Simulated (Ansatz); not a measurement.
# NaMg4As3, from a guessed structure to a relaxed one, part 2 of 2

Starting from a made-up structure for NaMg4As3, the aim is the relaxed cell, its shortest contacts and, where a second run follows, its electronic structure.

Ansatz 0.2.0; DFT, PBE, plane-wave PAW, files of the set soft_1, scalar-relativistic, no spin, cell and ions relaxed at zero pressure; PAW set soft_1 (the session's first sound run).

So far: Set-up; Relaxation of the guess.

### 2. Relaxation of the guess (continued)

Relaxation path:

| step | energy less that of the first step (eV) | largest force component (eV/Å) | pressure (GPa) | volume (Å³) |
| --- | --- | --- | --- | --- |
| 1 | 0.0000 | 0.2866 | -1.62 | 200.30 |
| 2 | -0.0370 | 0.3655 | 0.05 | 191.40 |
| 3 | -0.0625 | 0.0700 | 0.09 | 190.53 |
| 4 | -0.0695 | 0.0260 | -0.10 | 190.13 |
| 5 | -0.0699 | 0.0187 | -0.01 | 189.51 |
| 6 | -0.0700 | 0.0081 | 0.01 | 189.59 |
| 7* | -0.0692 | 0.0082 | 0.01 | 189.59 |

Relaxation steps marked * repeat the geometry before them on a plane-wave basis chosen anew for their cell, so energy and pressure can jump there.

Forces are held to the 12 operations that the run works with; a distortion that breaks them can't arise in this run.

| conventional cell, symmetrised | before | after | change |
| --- | --- | --- | --- |
| a (Å) | 4.463 | 4.415 | -1.1 % |
| b (Å) | 4.463 | 4.415 | -1.1 % |
| c (Å) | 34.835 | 33.687 | -3.3 % |
| volume (Å³/atom) | 25.04 | 23.70 | -5.3 % |

The atoms that moved most (Å, as changes of fractional coordinates times the final cell):

| atom | dx | dy | dz | length |
| --- | --- | --- | --- | --- |
| As2 | 0.000 | 0.000 | 0.089 | 0.089 |
| As3 | 0.000 | 0.000 | -0.089 | 0.089 |
| Mg5 | 0.000 | 0.000 | -0.056 | 0.056 |
| Mg4 | 0.000 | 0.000 | 0.056 | 0.056 |
| Mg6 | 0.000 | 0.000 | -0.051 | 0.051 |
| Mg7 | 0.000 | 0.000 | 0.051 | 0.051 |

This step gave:

* free energy: -23755.0058 eV
* Fermi energy: 5.928 eV
* gap by band count: 0.8127 eV
* electrons: 94
* symmetry operations: 12
* pressure: 0.006643 GPa

Shortest distances by pair of elements, guess and relaxed (not always the same contact):

| pair | guess (Å) | relaxed (Å) |
| --- | --- | --- |
| As–Mg | 2.627 | 2.583 |
| As–Na | 3.303 | 3.185 |
| Mg–Mg | 3.339 | 3.270 |
| Mg–Na | 3.646 | 3.531 |
| As–As | 4.463 | 4.415 |

The relaxation ends with a largest force component of 0.0082 eV/Å and a pressure of 0.01 GPa.

### 3. Electronic structure of the relaxed cell

A second self-consistent run takes a narrower smearing and the mesh shown in its input; the bands follow along the standard path of the relaxed lattice.

This step: DFT, PBE, plane-wave PAW, files of the set soft_1, scalar-relativistic, no spin, bands and density of states at the relaxed cell; PAW set soft_1 (Ansatz 0.2.0).

Contents of input.yaml:

```yaml
crystal:
  lattice:
    - [2.2077064851, 1.2746199337, 11.2291028301]
    - [-2.2077064851, 1.2746199337, 11.2291028301]
    - [0.0, -2.5492398668, 11.2291028301]
  atoms:
    - { symbol: As, position: [0.0, 0.0, 0.0] }
    - { symbol: As, position: [0.7766415129, 0.7766415129, 0.7766415129] }
    - { symbol: As, position: [0.2233584871, 0.2233584871, 0.2233584871] }
    - { symbol: Mg, position: [0.6999740861, 0.6999740861, 0.6999740861] }
    - { symbol: Mg, position: [0.3000259139, 0.3000259139, 0.3000259139] }
    - { symbol: Mg, position: [0.9058778019, 0.9058778019, 0.9058778019] }
    - { symbol: Mg, position: [0.0941221981, 0.0941221981, 0.0941221981] }
    - { symbol: Na, position: [0.5, 0.5, 0.5] }
kpoints:
  mp_grid: { grid: [8, 8, 8] }
  band_path:
    path:
      - [[0.0, 0.0, 0.0], [0.5, 0.0, 0.0], [0.5, 0.17525641, -0.17525641]]
      - [[0.82474359, 0.5, 0.17525641], [0.5, 0.5, 0.5], [0.0, 0.0, 0.0], [0.3376282, 0.0, -0.3376282]]
      - [[0.6623718, 0.3376282, 0.0], [0.5, 0.5, 0.0], [0.6623718, 0.6623718, 0.17525641], [0.5, 0.5, 0.5]]
      - [[0.5, 0.0, 0.0], [0.82474359, 0.3376282, 0.3376282]]
    npoints: 8
scf:
  occupations: { method: fermi_dirac, width: 0.03 }
  n_extra_bands: 12
hamiltonian:
  xc: pbe
  pseudopotentials: { kind: paw, azcp: { folder: soft_1 } }
output:
  forces: true
  stress: true
  write_bands: true
  dos: { projected: true }
  write_density: true
  write_potential: true
  elf: true
  volumetric_format: npy
```

Run with:

```
ansatz run input.yaml --threads 4 --pin off --max-ram 10240MiB --backend cpu --events-out ev --progress --plain --runs-dir out
```

Numbers of over 12 decimals in the logs are rounded to 6 here.

The program printed:

```text
[...]
Crystal: 8 atoms, lattice volume = 189.591 Å³
Basis set: ecut = 420 eV, 3739 PW (Γ), FFT grids on a1−a2, a2, −a2+a3, exchange–correlation on 60×160×60 points (8 copies of the dense FFT grid, shifted against one another)
Bands: 59, of which v1, the nominal top of the filled ones, is band 47 counted from 1 (46 counted from 0)
Symmetry: 12 space group operations
[...]
k-points: 65 of 512
[...]
SCF iter   1: F=—  HF=-23755.798466 eV  |F-HF|=—  |Δ(HF+E_count)|=         —  Δρ=3.92e-2  dr2=3.45e0  ethr=3.10e-3  ⟨swp⟩=7.3  Hψ=16353  notcnv=0  defer=11
[...]
SCF iter  10: F=-23755.008077 eV  HF=-23755.008077 eV  |F-HF|=1.17e-8  |Δ(HF+E_count)|=   1.79e-7  Δρ=3.81e-6  dr2=2.58e-8  ethr=1.06e-10  ⟨swp⟩=15.3  Hψ=32916  notcnv=0
SCF 1 converged in 10 iterations: F = -23755.008077 eV  dr2 = 2.58e-8
[...]
NSCF: frozen V_eff on 76 k-points
SCF converged after 10 iterations
Free energy (F): -23755.008077 eV
[...]
Internal energy: -23755.008077 eV  (E = F + TS)
E sigma→0 (E₀):  -23755.008077 eV
Entropy (-TS):   -0.000000 eV (-0.000 meV/atom)
Fermi energy:    5.901260 eV
[...]
--- Forces (eV/Å), atoms counted from 1 ---
  atom   1  As     0.00000000     0.00000000    -0.00000000
  atom   2  As     0.00000000     0.00000000     0.00856496
  atom   3  As     0.00000000    -0.00000000    -0.00856496
  atom   4  Mg     0.00000000    -0.00000000    -0.00322296
  atom   5  Mg     0.00000000     0.00000000     0.00322296
  atom   6  Mg     0.00000000     0.00000000     0.00495399
  atom   7  Mg     0.00000000    -0.00000000    -0.00495399
  atom   8  Na     0.00000000     0.00000000     0.00000000
  max |Σ_I F_I| component: 0.00e0 eV/Å
--- Stress (GPa, compression-positive) ---
        0.007138       0.000000       0.000000
        0.000000       0.007138       0.000000
        0.000000       0.000000       0.007178
  P = ⅓ Tr σ = 0.0072 GPa (0.072 kbar)
--- Band table (eV; the first three rows and the last of 65) ---
  k-point 0: bands = [... 43 lower, 5.2571, 5.3098, 5.4632, 5.4632, 6.2759, 7.1692, 8.1518, 9.1553, ... 8 higher]
  k-point 1: bands = [... 43 lower, 4.6661, 5.1260, 5.2867, 5.3673, 7.1077, 7.8071, 8.7692, 8.8772, ... 8 higher]
  k-point 2: bands = [... 43 lower, 3.8718, 4.8451, 5.0709, 5.1489, 7.3212, 8.0020, 8.7335, 8.9440, ... 8 higher]
  k-point 64: bands = [... 43 lower, 5.3295, 5.3295, 5.3904, 5.3904, 6.6672, 7.7220, 8.1360, 9.1883, ... 8 higher]
```

Elapsed: 22 s, on 4 threads of Arm Neoverse V1, shared host; peak memory 0.98 GiB; 87 s of CPU time.

Reading the cycles: dr2 is the Hartree energy of the density residual (eV), the measure of convergence; HF is the Harris–Foulkes estimate of the energy, which meets the free energy F at convergence.

Numbers from this step:

| Quantity | Value |
| --- | --- |
| free energy | -23755.0081 eV |
| Fermi energy | 5.901 eV |
| gap by band count | 0.8128 eV |
| pressure | 0.007151 GPa |

From bands.tsv. Electronic bands along the path, in eV, zero at the valence top; v1 is the highest filled band, c1 the lowest empty one:

| point | v4 | v3 | v2 | v1 | c1 | c2 | c3 | c4 |
| --- | --- | --- | --- | --- | --- | --- | --- | --- |
| Γ | -0.21 | -0.15 | 0.00 | 0.00 | 0.81 | 1.71 | 2.69 | 3.69 |
| halfway | -1.59 | -0.62 | -0.39 | -0.31 | 1.86 | 2.54 | 3.27 | 3.48 |
| L | -1.77 | -0.95 | -0.80 | -0.59 | 1.25 | 1.74 | 2.73 | 2.86 |
| halfway | -1.54 | -1.40 | -1.27 | -0.90 | 1.93 | 2.77 | 2.90 | 3.21 |
| B1 | -1.99 | -1.64 | -1.08 | -0.99 | 2.43 | 2.49 | 2.94 | 3.99 |
| jump to B | -1.99 | -1.64 | -1.08 | -0.99 | 2.43 | 2.49 | 2.94 | 3.99 |
| halfway | -1.06 | -1.01 | -0.69 | -0.56 | 2.65 | 2.72 | 3.05 | 3.31 |
| Z | -0.13 | -0.13 | -0.07 | -0.07 | 1.20 | 2.26 | 2.67 | 3.73 |
| halfway | -0.18 | -0.18 | -0.03 | -0.03 | 1.10 | 1.92 | 2.70 | 3.71 |
| Γ | -0.21 | -0.15 | 0.00 | 0.00 | 0.81 | 1.71 | 2.69 | 3.69 |
| halfway | -1.63 | -0.96 | -0.83 | -0.43 | 2.92 | 3.06 | 3.31 | 3.43 |
| X | -2.00 | -1.60 | -1.14 | -0.98 | 2.34 | 2.72 | 2.77 | 4.21 |
| jump to Q | -2.00 | -1.60 | -1.14 | -0.98 | 2.34 | 2.72 | 2.77 | 4.21 |
| halfway | -1.69 | -1.48 | -1.14 | -0.72 | 1.99 | 2.70 | 2.79 | 3.52 |
| F | -1.53 | -0.83 | -0.78 | -0.76 | 1.14 | 2.10 | 2.59 | 2.84 |
| halfway | -1.51 | -0.84 | -0.82 | -0.72 | 1.15 | 2.12 | 2.46 | 2.92 |
| P1 | -1.47 | -0.86 | -0.84 | -0.68 | 1.17 | 2.15 | 2.28 | 2.97 |
| halfway | -1.06 | -0.68 | -0.53 | -0.38 | 1.85 | 2.64 | 2.89 | 3.78 |
| Z | -0.13 | -0.13 | -0.07 | -0.07 | 1.20 | 2.26 | 2.67 | 3.73 |
| jump to L | -1.77 | -0.95 | -0.80 | -0.59 | 1.25 | 1.74 | 2.73 | 2.86 |
| halfway | -1.57 | -0.92 | -0.84 | -0.61 | 1.23 | 1.87 | 2.50 | 2.90 |
| P | -1.47 | -0.86 | -0.84 | -0.68 | 1.17 | 2.15 | 2.28 | 2.97 |

Counts of states for the cell as run, both spins, by energy window (eV from the valence-band top):

```
from  to  total
  -8  -7   0.00
  -7  -6   0.00
  -6  -5   0.00
  -5  -4   1.07
  -4  -3   3.33
  -3  -2   3.57
  -2  -1   5.28
  -1   0   4.75
   0   1   0.00
   1   2   0.97
   2   3   3.99
   3   4   4.02
   4   5   5.17
```

A further 76.0 states lie below the table's range.

Valence density in the ac plane of the cell as run, not the conventional one, at fractional y = 0.000, with atoms of As within 0.2 Å of it. It is the smooth field of the valence electrons, not physical close to the nuclei.

Ten steps, logarithmic in the rise over the least value, from '0' (0 e/Å³) to '9' (33 e/Å³), each cell a mean:
```
99621000010000000000000232000126
47862100000011000000000035520001
12564210000001110000000004664000
01123321000000111100000000367410
00011221100000011111000000025641
00000111110000001121100000000343
10000001110000000112211000000011
00000000000000000011221100000000
00000000000000000000112210000000
00110000000000000000011221000000
00011100000000000000001111100000
00011111000000000000000011110000
00001111100000000000000001111000
00000111111000000000000000011100
00000011221100000000000000000100
00000000122110000000000000000000
10000000011221100000001100000001
22100000001122110000001111100000
14530000000011111000000111110000
01565200000001111100000012222100
00157630000000011110000001234311
10004663000000000111000000135752
41000245200000000000000000013798
95210002210000000000001100001379
```
Columns run along a (11.5 Å), rows up along c (11.5 Å). Atoms in or near the plane, at fractional coordinates: As at (0.00, 0.00).

ELF in the ac plane of the cell as run, not the conventional one, at fractional y = 0.000, with atoms of As within 0.2 Å of it. It is the smooth field of the valence electrons, not physical close to the nuclei.

Ten even steps from '0' (0.06) to '9' (0.80), each cell a mean:
```
00478620000378631014640121015884
62147863100269986200232023210478
87535787422358999741001102331036
58876788742358999986200000133201
14788888874246899999741000002320
00357888887423689888986200000132
00124688998631257888889730001101
10022346888752114788788984100232
54334423467764101368878898510136
78877753223454310026788889862014
48999986421123320001578889997201
04899998752000122100136889999730
00379999886300012221002579999973
30037998888741001233311246899997
63002699888875200135654223566678
45300268987788631025777653233212
01220015898878874113688887432100
11001000479888887522478998864200
02310000026898899863247988887520
00332000001479999986324788778874
51023310100026899997432478765788
86202331022001479997421247874247
68740123103420025898410014787302
15885101101564101368620000368730
```
Columns run along a (11.5 Å), rows up along c (11.5 Å). Atoms in or near the plane, at fractional coordinates: As at (0.00, 0.00).

Electrostatic potential energy in the ac plane of the cell as run, not the conventional one, at fractional y = 0.000, with atoms of As within 0.2 Å of it. With pseudopotentials it is smooth inside the atoms' cores, unlike the true potential.

Ten even steps from '0' (-33 eV) to '9' (10 eV), each cell a mean:
```
99768998766899999999987303689867
68985899887889999999998720048997
86786589998888899999999872002789
99755558999999888999999997300168
89986556899999998789999999851016
68999877899999999766899999986301
47899998889999999975578999999863
77789999999998899997556899999988
88888999999999888999865689999999
99888999998999988899987568999999
99998999998889998888999877899999
99998889999888999888899998889999
99999878899988889998889999889999
99999986689998888999888999988999
99999997557899988899999999998889
89999999755689998889999999998878
67899999986568999989999999999876
22589999998756799999999888999986
50026899999987689999999876689998
85001589999999888999999985456899
98510037999999998888999997556579
89862003799999999988888999757976
67997410379999999998877889975899
97689873257999999999876568998689
```
Columns run along a (11.5 Å; values clipped at the 3rd and 97th percentile), rows up along c (11.5 Å). Atoms in or near the plane, at fractional coordinates: As at (0.00, 0.00).

### 4. Outcome

```json
{
  "space group, relaxed": "R-3m",
  "conventional cell": "a = 4.415, b = 4.415, c = 33.687 Å; α = 90.0°, β = 90.0°, γ = 120.0°",
  "volume per atom": "23.70 Å³ (guess 25.04)"
}
```

What this shows: NaMg4As3 relaxes to R-3m with a = 4.415, b = 4.415 and c = 33.687 Å. The guessed volume was 6 % too large. The space group R-3m was held in the relaxation, so the end point is a stationary structure within it and may be a saddle against distortions or other arrangements. It has a direct Kohn–Sham gap of 0.81 eV, which semilocal functionals understate. On the 8×8×8 mesh with the narrower smearing (relaxed on 7×7×7) the largest force component is 0.009 eV/Å and the largest stress component is 0.007 GPa, within the relaxation's thresholds of 0.015 eV/Å and 0.05 GPa. The cutoff wasn't tested. No dispersion term is used, so weakly bound directions may come out too long. Nothing here tests whether the compound is stable against decomposition.

[Logs are printed without paths, hosts, clocks, repeated set-up lines and the standing remarks that a program may print on its own settings, such as how far it seeks lower states.]

[Hosts, paths, dates, database ids (printed as entryN), source tags and the programs' standing remarks are cut or masked in the printed files.]
